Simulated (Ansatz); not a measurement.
Rows from a G0W0 calculation on CsPbBr3 (Pm-3m) (Ansatz 0.2.0; G0W0 on PBE with a share 0.9 of screened exact exchange (omega 0.2078 1/A), plane waves, PAW; PAW set soft_1; 2×2×2 mesh, 843 empty bands, screening to 150 eV, PAW set soft_1 files), in eV. Spin-orbit coupling is left out.

```tsv
row	Σx	Σc	Vxc	Z
A	-19.83	0.54	-19.47	0.85
B	-6.98	-3.11	-10.02	0.86
C	-19.60	1.56	-18.97	0.83
```

Q: Which rows are filled states and which are empty ones, and how can one tell?

Filled: A and C. Empty: B. The sign of Σc tells: for a filled state bare exchange, which holds its interaction with itself, lies below Vxc (Σx − Vxc is -0.4 eV or lower here) and screening gives part back as a positive Σc. For an empty state Σx lies above Vxc (+3.0 eV or more) and the Coulomb hole leaves Σc negative.

[Paths, hosts, dates, memory and timing lines, banners, echoed tables and standing remarks are left out of the program output.]

[Logs are printed without paths, hosts, clocks, repeated set-up lines and the standing remarks that a program may print on its own settings, such as how far it seeks lower states.]

[Runs of the session that timed out or met a known fault of the program may be left out.]

[Cells called generated may have been cut or substituted from an entry of the Crystallography Open Database or the Materials Project.]

[Hosts, paths, dates, database ids (printed as entryN), source tags and the programs' standing remarks are cut or masked in the printed files.]
